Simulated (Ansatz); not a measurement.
# Amorphous Si0.7Ge0.3: a series in quench rate

Does a slower quench leave a cell of lower energy?

Computed with Ansatz 0.2.0: Kohn-Sham DFT, r2SCAN, PAW (set soft_2). Every run is a single point, with the atoms held where the recipe put them (cutoff of the plane-wave runs 500 eV, gaussian smearing of 0.025 eV).

First member: 120 atoms (84 Si, 36 Ge) placed at random at 3.16 g/cm³, melted at 3500 K for 10 ps at fixed volume with the Tersoff potential (Tersoff, Phys. Rev. B 39, 5566 (1989)). Quenched from 3500 K to 700 K at 10 K/ps and fixed volume, held 5 ps, then minimised at fixed cell.

Last member: 120 atoms (84 Si, 36 Ge) placed at random at 3.16 g/cm³, melted at 3500 K for 10 ps at fixed volume with the Tersoff potential (Tersoff, Phys. Rev. B 39, 5566 (1989)). Quenched from 3500 K to 700 K at 1000 K/ps and fixed volume, held 5 ps, then minimised at fixed cell.

The members:

```csv
quench rate (K/ps),reduced formula,atoms,valence electrons,k-mesh,basis,density (g/cm³)
10,Si7Ge3,120,840,1×1×1,plane waves,3.16
30,Si7Ge3,120,840,1×1×1,plane waves,3.16
100,Si7Ge3,120,840,1×1×1,plane waves,3.16
300,Si7Ge3,120,840,1×1×1,plane waves,3.16
1000,Si7Ge3,120,840,1×1×1,plane waves,3.16
```

Each cell is one sample from a classical run, so sample-to-sample scatter enters every column.

The input of the first member, without its atom lines; other members have their own cell and atoms, and may differ in mesh, basis and outputs:

```yaml
crystal:
  lattice:
    - [13.7704, 0.0, 0.0]
    - [0.0, 13.7704, 0.0]
    - [0.0, 0.0, 13.7704]
  atoms:
    [... 120 lines ...]
kpoints:
  mp_grid: { grid: [1, 1, 1] }
hamiltonian:
  xc: r2scan
scf:
  occupations: { method: gaussian, width: 0.025 }
output:
  forces: true
  stress: true
  populations: true
  dos:
    method: { smearing: { sigma: 0.08 } }
    de: 0.1
    projected: { site_lists: { Ge: [Ge], Si: [Si] } }
  eigenvalues: true
  write_density: true
  write_potential: true
  volumetric_format: npy
```

Predict the trends along the series.

Results; charges are mean Löwdin charges in e:

| quench rate (K/ps) | energy less the first member's (meV/atom) | pressure (GPa) | r.m.s. force (eV/Å) | q(Ge) | q(Si) |
| --- | --- | --- | --- | --- | --- |
| 10 | 0.0 | -1.95 | 0.267 | -0.03 | +0.07 |
| 30 | 56.0 | -2.64 | 0.286 | -0.02 | +0.07 |
| 100 | 114.7 | -2.46 | 0.267 | -0.01 | +0.07 |
| 300 | 168.0 | -2.75 | 0.279 | -0.02 | +0.07 |
| 1000 | 119.0 | -3.26 | 0.293 | -0.02 | +0.07 |

The projection misses up to 0.044 e an atom, so the charges add up to more than the cell's charge. Löwdin charges hang on the projection basis and can even invert the polarity of covalent bonds.

Bonds in each cell, which the recipe sets and DFT didn't move; cutoffs follow each cell's own g(r) within set bounds (mean length in Å, and neighbours of the second kind about the first):

| quench rate (K/ps) | Si-Si length | Si-Si count | Ge-Si length | Ge-Si count |
| --- | --- | --- | --- | --- |
| 10 | 2.400 | 2.88 | 2.455 | 2.86 |
| 30 | 2.423 | 2.90 | 2.478 | 2.94 |
| 100 | 2.434 | 2.93 | 2.492 | 3.14 |
| 300 | 2.436 | 2.86 | 2.499 | 3.17 |
| 1000 | 2.456 | 3.00 | 2.483 | 2.89 |

Cost on 8 threads of Intel Xeon 6975P-C (Granite Rapids), shared host:

```
quench rate (K/ps)  atoms        basis  k-mesh  SCF cycles  time  host memory (GiB)
                10    120  plane waves   1×1×1          14  59 s                8.2
                30    120  plane waves   1×1×1          11  53 s                8.2
               100    120  plane waves   1×1×1          12  54 s                8.2
               300    120  plane waves   1×1×1          12  56 s                8.2
              1000    120  plane waves   1×1×1          11  50 s                8.2
```

Times include the outputs that each run asked for, on hosts shared with other jobs.

**Reading.** The energy against the first member is lowest at 10 K/ps (0.0 meV/atom) and highest at 300 K/ps (168.0 meV/atom), rising overall but not at every step; each member is a single configuration. The slowest quench gives the lowest energy. The pressure is lowest at 1000 K/ps (-3.3 GPa) and highest at 10 K/ps (-2 GPa), falling overall but not at every step. The two fastest quenches lie 116 meV/atom above the two slowest on average. All of the 5 members have partly filled levels at the Fermi energy, where the frontier levels stand at most 0.051 eV apart and the tails of the smearing reach across; spin polarisation, left out here, could split them.

**Limits.** The starting topology of bonds comes from the classical model, and needn't be the one that DFT or experiment would give. The cells aren't relaxed by DFT, which could reorder their energies. Even the slowest of these quenches is many orders faster than a laboratory quench.

[Logs are printed without paths, hosts, clocks, repeated set-up lines and the standing remarks that a program may print on its own settings, such as how far it seeks lower states.]

[Hosts, paths, dates, database ids (printed as entryN), source tags and the programs' standing remarks are cut or masked in the printed files.]
